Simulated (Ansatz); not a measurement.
# How Ru(0001) screens a field

Where does the screening charge of Ru(0001) sit?

Program: Ansatz 0.2.0. Level of theory: plane-wave DFT, LDA, Ansatz PAW. Values are calculated unless marked as measured.

This is a report of a sequence of runs, with the program logs left out and the cost of each run kept.

**1. Starting point**

The cell holds 7 atoms: 7 Ru. Cell: a = 2.700 Å, b = 2.700 Å, c = 30.830 Å, α = 90.0°, β = 90.0°, γ = 60.0°. Vacuum lies along c.

**2. Atoms held, field 0**

A sawtooth potential applies the field, turning back in the middle of the vacuum. With the dipole correction the typed value is the field outside the slab. The induced dipole is small, so the SCF threshold is tight.

Input file input.yaml:

```yaml
crystal:
  lattice:
    - [2.7, 0.0, 0.0]
    - [1.35, 2.3382685902, 0.0]
    - [0.0, 0.0, 30.8304]
  atoms:
    - { symbol: Ru, position: [0.0, 0.0, 0.2919196637] }
    - { symbol: Ru, position: [0.6666666667, 0.6666666667, 0.3612797758] }
    - { symbol: Ru, position: [0.0, 0.0, 0.4306398879] }
    - { symbol: Ru, position: [0.6666666667, 0.6666666667, 0.5] }
    - { symbol: Ru, position: [0.0, 0.0, 0.5693601121] }
    - { symbol: Ru, position: [0.6666666667, 0.6666666667, 0.6387202242] }
    - { symbol: Ru, position: [0.0, 0.0, 0.7080803363] }
kpoints:
  mp_grid: { grid: [24, 24, 1] }
hamiltonian:
  xc: lda
scf:
  occupations: { method: fermi_dirac, width: 0.1 }
  convergence: { dr2_threshold: 1.0e-10 }
efield:
  axis: 3
  dipole_correction: true
  ramp_position: 0.97
  ramp_width: 0.06
  amplitude: 0
output:
  forces: true
  write_potential: true
  write_density: true
  volumetric_format: npy
```

On the command line:

```bash
$ ansatz run input.yaml --threads 4 --pin off --max-ram 6144MiB --backend cpu --events-out ev --progress --plain --runs-dir out
```

The job ended after 16 s (4 threads of AMD EPYC 9R14 (Zen 4), shared host; peak memory 0.94 GiB).

This step gave:

* energy at zero smearing: -40305.2993 eV
* work function, upper face: 5.432 eV
* dipole along the normal: 4.55e-7 e·Å

Running mean over 2.138 Å of the planar mean; the ramp of the sawtooth is left out. Table of electron's electrostatic potential energy less the Fermi level by z:

```tsv
z (Å)	electron's electrostatic potential energy less the Fermi level (eV)
3.5	5.43
4.0	5.43
4.5	5.43
5.0	5.43
5.5	5.41
6.0	5.35
6.5	5.12
7.0	4.31
7.5	1.05
8.0	-6.03
8.5	-12.2
9.0	-14.1
9.5	-14.4
10.0	-14.5
10.5	-14.6
11.0	-14.7
11.5	-14.7
12.0	-14.7
12.5	-14.6
13.0	-14.6
13.5	-14.6
14.0	-14.6
14.5	-14.6
15.0	-14.6
15.5	-14.6
16.0	-14.6
16.5	-14.6
17.0	-14.6
17.5	-14.6
18.0	-14.6
18.5	-14.7
19.0	-14.7
19.5	-14.7
20.0	-14.6
20.5	-14.5
21.0	-14.4
21.5	-14.3
22.0	-13.8
22.5	-10.5
23.0	-3.39
23.5	2.63
24.0	4.71
24.5	5.23
25.0	5.38
25.5	5.42
26.0	5.43
26.5	5.43
27.0	5.43
27.5	5.43
```

Force by atom:

```tsv
atom	x (eV/Å)	y (eV/Å)	z (eV/Å)	size
Ru1	0.00	0.00	1.25	1.25
Ru2	0.00	0.00	-0.67	0.67
Ru3	0.00	0.00	-0.20	0.20
Ru4	0.00	0.00	0.00	0.00
Ru5	0.00	0.00	0.20	0.20
Ru6	0.00	0.00	0.67	0.67
Ru7	0.00	0.00	-1.25	1.25
```

The work function of the upper face is 5.43 eV.

**3. Atoms held, field 0.05 V/Å**

Edit input.yaml of step 2 so:

```diff
@@ -25,3 +25,3 @@
   ramp_width: 0.06
-  amplitude: 0
+  amplitude: 0.05
 output:
```

The job ended after 18 s (4 threads; peak memory 0.92 GiB; 69 s of CPU time).

The dipole is 0.0286 e·Å.

**4. Single point, field -0.05 V/Å**

Edit input.yaml of step 3 so:

```diff
@@ -25,3 +25,3 @@
   ramp_width: 0.06
-  amplitude: 0.05
+  amplitude: -0.05
 output:
```

The job ended after 17 s (4 threads; peak memory 0.92 GiB).

The dipole is -0.0286 e·Å.

**5. Single point, field 0.1 V/Å**

Edit input.yaml of step 4 so:

```diff
@@ -25,3 +25,3 @@
   ramp_width: 0.06
-  amplitude: -0.05
+  amplitude: 0.1
 output:
```

Wall time 17 s (4 threads); peak memory 0.9 GiB.

The dipole is 0.0571 e·Å.

**6. Atoms held, field -0.1 V/Å**

Edit input.yaml of step 5 so:

```diff
@@ -25,3 +25,3 @@
   ramp_width: 0.06
-  amplitude: 0.1
+  amplitude: -0.1
 output:
```

The job ended after 17 s (4 threads; peak memory 0.92 GiB; 67 s of CPU time).

The dipole is -0.0571 e·Å.

**7. Atoms held, field 0.2 V/Å**

Edit input.yaml of step 6 so:

```diff
@@ -25,3 +25,3 @@
   ramp_width: 0.06
-  amplitude: -0.1
+  amplitude: 0.2
 output:
```

Run time: 17 s. Hardware: 4 threads; peak memory 0.93 GiB.

The dipole is 0.114 e·Å.

**8. Atoms held, field -0.2 V/Å**

Edit input.yaml of step 7 so:

```diff
@@ -25,3 +25,3 @@
   ramp_width: 0.06
-  amplitude: 0.2
+  amplitude: -0.2
 output:
```

Run time: 18 s. Hardware: 4 threads; peak memory 0.93 GiB.

The dipole is -0.114 e·Å.

**9. Atoms held, field 0.4 V/Å**

Edit input.yaml of step 8 so:

```diff
@@ -25,3 +25,3 @@
   ramp_width: 0.06
-  amplitude: -0.2
+  amplitude: 0.4
 output:
@@ -31 +31,2 @@
   volumetric_format: npy
+  elf: true
```

The job ended after 20 s (4 threads; peak memory 0.92 GiB).

Running mean over 2.138 Å of the planar mean, with the applied field; the ramp of the sawtooth is left out. Table of electron's electrostatic potential energy less the Fermi level by z:

```tsv
z (Å)	electron's electrostatic potential energy less the Fermi level (eV)
3.5	3.96
4.0	4.16
4.5	4.36
5.0	4.55
5.5	4.73
6.0	4.85
6.5	4.79
7.0	4.13
7.5	0.966
8.0	-6.05
8.5	-12.2
9.0	-14.1
9.5	-14.4
10.0	-14.5
10.5	-14.6
11.0	-14.7
11.5	-14.7
12.0	-14.7
12.5	-14.6
13.0	-14.6
13.5	-14.6
14.0	-14.6
14.5	-14.6
15.0	-14.6
15.5	-14.6
16.0	-14.6
16.5	-14.6
17.0	-14.6
17.5	-14.6
18.0	-14.6
18.5	-14.7
19.0	-14.7
19.5	-14.7
20.0	-14.6
20.5	-14.5
21.0	-14.4
21.5	-14.3
22.0	-13.8
22.5	-10.5
23.0	-3.34
23.5	2.75
24.0	4.95
24.5	5.63
25.0	5.96
25.5	6.19
26.0	6.40
26.5	6.60
27.0	6.80
27.5	7.00
```

The dipole is 0.229 e·Å.

**10. The response**

This step: plane-wave DFT, LDA, Ansatz PAW; screening of a field by a metal slab (Ansatz 0.2.0).

The dipoles give the slope, and the difference of two potentials shows where the field is screened.

Numbers from this step:

| Quantity | Value |
| --- | --- |
| equivalent conductor thickness p/(ε₀AE) | 16.38 Å |
| distance between the outer atoms | 12.83 Å |
| inner field over outer field | 1.90e-4 |
| image plane, upper face | 1.771 Å |
| induced electrons on the upper face over ε₀E | -1.000 |
| image plane, lower face | 1.771 Å |
| induced electrons on the lower face over ε₀E | 1.000 |

Dipole of the cell against applied field:

```tsv
applied field (V/Å)	dipole of the cell (e·Å)
-0.200	-0.114
-0.100	-0.0571
-0.050	-0.0286
0.000	4.6e-7
0.050	0.0286
0.100	0.0571
0.200	0.114
0.400	0.229
```

Local field over the applied field, running mean. From the potentials at -0.05 and 0.05 V/Å; running mean over 2.138 Å. Local field over applied field against z:

z (Å), local field over applied field and a bar from the least value:
```
      4.5      0.995 ##############################
      5.0      0.986 ##############################
      5.5      0.964 #############################
      6.0      0.913 ############################
      6.5      0.807 ########################
      7.0      0.629 ###################
      7.5      0.406 ############
      8.0      0.209 #######
      8.5      0.063 ##
      9.0     -0.007 
      9.5     -0.006 
     10.0      0.000 
     10.5      0.005 
     11.0      0.002 
     11.5     -0.002 
     12.0     -0.002 
     12.5     -0.002 
     13.0     -0.003 
     13.5     -0.001 
     14.0      0.000 
     14.5      0.000 
     15.0      0.000 
     15.5      0.001 
     16.0      0.000 
     16.5      0.000 
     17.0     -0.001 
     17.5     -0.002 
     18.0     -0.003 
     18.5     -0.002 
     19.0     -0.003 
     19.5     -0.001 
     20.0      0.003 
     20.5      0.003 
     21.0     -0.001 
     21.5     -0.011 
     22.0      0.008 #
     22.5      0.104 ###
     23.0      0.271 ########
     23.5      0.482 ###############
     24.0      0.698 #####################
     24.5      0.850 ##########################
     25.0      0.935 ############################
     25.5      0.974 #############################
     26.0      0.990 ##############################
     26.5      0.997 ##############################
```

The induced electron density oscillates, so the rows of the table below give means over 1 Å (shorter at the two ends). Its distinct maxima (Å: e/Å³ per V/Å): 7.7: 0.00395, 9.0: 6.2e-4, 10.7: 3.6e-4, 19.7: 5.9e-4, 21.6: 6.7e-4, 22.1: 0.0011. Distinct minima: 8.7: -0.0011, 9.3: -6.7e-4, 11.1: -5.9e-4, 20.1: -3.6e-4, 21.8: -6.2e-4, 23.1: -0.00395.

Electrons, planar mean, per unit field. Induced electron density against z; means over each step:

z (Å), induced electron density (e/Å³ per V/Å) and a bar from the least value:
```
        5    0.00009 #################
        6    0.00061 ###################
        7    0.00244 #############################
        8    0.00269 ##############################
        9   -0.00034 ###############
       10   -0.00001 ################
       11   -0.00001 ################
       12    0.00007 #################
       13   -0.00002 ################
       14   -0.00001 ################
       15    0.00001 ################
       16    0.00000 ################
       17    0.00000 ################
       18    0.00003 #################
       19   -0.00009 ################
       20    0.00001 ################
       21    0.00010 #################
       22    0.00023 ##################
       23   -0.00325 
       24   -0.00203 ######
       25   -0.00045 ##############
       26   -0.00007 ################
```

By hand: between -0.05 and 0.05 V/Å the dipole changes by 0.05714 e·Å, a slope of 0.5714 e·Å²/V. A perfect conductor of thickness t has p = ε₀AEt, so t = 180.95 × 0.5714 / 6.313 = 16.38 Å (e/ε₀ = 180.95 V·Å, A in Å²). Less the 12.83 Å between the outer atoms, and halved, that puts each image plane 1.77 Å out.

The induced dipole is that of a conductor 16.38 Å thick.

**11. Varying the input: efield.ramp_width = 0.15**

This step: plane-wave DFT, LDA, Ansatz PAW (Ansatz 0.2.0).

A run with a changed input: it repeats the earlier run at 0.05 V/Å with efield.ramp_width from 0.06 to 0.15.

Edit input.yaml of step 9 so:

```diff
@@ -24,4 +24,4 @@
   ramp_position: 0.97
-  ramp_width: 0.06
-  amplitude: 0.4
+  ramp_width: 0.15
+  amplitude: 0.05
 output:
@@ -31,2 +31 @@
   volumetric_format: npy
-  elf: true
```

The job ended after 19 s (4 threads; peak memory 0.93 GiB; 74 s of CPU time).

Read from the output:

- energy at zero smearing: -40305.3000 eV
- dipole along the normal: 0.02856 e·Å

Force by atom:

```tsv
atom	x (eV/Å)	y (eV/Å)	z (eV/Å)	size
Ru1	0.00	0.00	1.25	1.25
Ru2	0.00	0.00	-0.67	0.67
Ru3	0.00	0.00	-0.20	0.20
Ru4	0.00	0.00	0.00	0.00
Ru5	0.00	0.00	0.20	0.20
Ru6	0.00	0.00	0.67	0.67
Ru7	0.00	0.00	-1.25	1.25
```

```tsv
quantity	this run	earlier run	difference
dipole along the normal (e·Å)	0.02856	0.02857	-8.3e-6
```

The dipole moves by under 0.5 % or 5e-5 e·Å. The run took 14 SCF cycles against 13.

**12. Varying the input**

An input spoilt on purpose, to show how the run answers: it repeats the earlier run at 0.05 V/Å with efield.amplitude from 0.05 to 0 and efield.dipole_correction from true to false, and scf.max_iter set to 80.

Edit input.yaml of step 11 so:

```diff
@@ -20,8 +20,9 @@
   convergence: { dr2_threshold: 1.0e-10 }
+  max_iter: 80
 efield:
   axis: 3
-  dipole_correction: true
+  dipole_correction: false
   ramp_position: 0.97
-  ramp_width: 0.15
-  amplitude: 0.05
+  ramp_width: 0.06
+  amplitude: 0
 output:
```

Elapsed: 0.03 s, on 4 threads; peak memory 0.042 GiB; 0.03 s of CPU time.

The input was rejected at the start.

The program's message: “Error: invalid value for `efield.amplitude`: is zero with dipole_correction: false — the section would apply nothing; set a non-zero amplitude, enable dipole_correction, or remove the block”

The fault put into the input: a field block that applies nothing.

**13. Summary of results**

```
work function                                : 5.43 eV
image plane, upper face                      : 1.77 Å
induced electrons on the upper face over ε₀E : -1.00
equivalent conductor thickness p/(ε₀AE)      : 16.4 Å
inner field over outer field                 : 1.9e-4
```

In words: The induced charge has its centre 1.77 Å outside the outermost atoms; this is the plane from which a capacitor's gap or an image potential counts. The equivalent conductor thickness exceeds the distance between the outer atoms by 3.55 Å, about the sum of the two image-plane distances. In the middle of the slab the field is screened to under 0.5 % of its outer value. The atoms are held at bulk positions with the tabulated experimental lattice constant.

[Long decimals in the printed logs are rounded to 6 places.]

[Logs are printed without paths, hosts, clocks, repeated set-up lines and the standing remarks that a program may print on its own settings, such as how far it seeks lower states.]

[Hosts, paths, dates, database ids (printed as entryN), source tags and the programs' standing remarks are cut or masked in the printed files.]

[Maps of the electrostatic potential energy from Ansatz leave out the sawtooth potential of an applied field or a dipole correction, so their vacuum need not be flat; planar profiles and work functions include it.]
